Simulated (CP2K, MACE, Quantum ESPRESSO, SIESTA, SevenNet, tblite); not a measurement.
# Bulk modulus two ways: amorphous carbon (123 atoms), QE, PBE

The cell holds 123 atoms (123 C). Recipe: 123 atoms (123 C) placed at random at 1.8 g/cm³, melted at 6000 K for 10 ps at fixed volume with the LCBOP (Los and Fasolino, Phys. Rev. B 68, 024107 (2003)). Quenched from 5000 K to 300 K at 500 K/ps and fixed volume, held 5 ps, then minimised at fixed cell. Then the atoms were relaxed with SevenNet 0 in the fixed cell.

Calculated with Quantum ESPRESSO 7.5: PBE; plane waves, SSSP efficiency, 45/360 Ry; k-points Γ. The cell is scaled evenly by ±3 % in volume, and SevenNet 0 relaxes the atoms at each volume before the single point.

| volume (Å³/atom) | energy less the middle row's (meV/atom) | pressure (GPa) |
| --- | --- | --- |
| 10.742 | -19.404 | -6.488 |
| 11.074 | 0.000 | -10.436 |
| 11.406 | 25.924 | -13.889 |

Task: Find the bulk modulus at the middle volume from the pressures and from the energies, and check the printed pressure against the slope of the energy (1 meV/Å³ = 0.16022 GPa).

**Working.**

The step is h = 0.3322 Å³. From pressures: B = −V dP/dV = 11.074 × (-6.488 − (-13.889)) / (2 × 0.3322) = 123 GPa.

From energies: B = V d²E/dV² = 11.074 × (-19.404 + (25.924)) / 0.3322² = 654.2 meV/Å³ = 105 GPa.

Slope: P = −dE/dV = −(25.924 − (-19.404)) / (2 × 0.3322) = -68.2 meV/Å³ = -10.93 GPa, against -10.44 GPa printed.

The modulus from energies lies 15 % under that from pressures.

A central difference over ±3 % overstates P by about B(1 + B′)(0.03)²/6, some 0.09 GPa for B′ = 4, which is small against the gap found. The atoms follow SevenNet 0, so this level's forces do work along the path, which enters the energies but not the printed pressures.

Limits: three points, a static cell at zero temperature, the cell shape held; the modulus is that at -10.4 GPa, not at zero pressure.

[Hosts, paths, dates, database ids (printed as entryN), source tags and the programs' standing remarks are cut or masked in the printed files.]
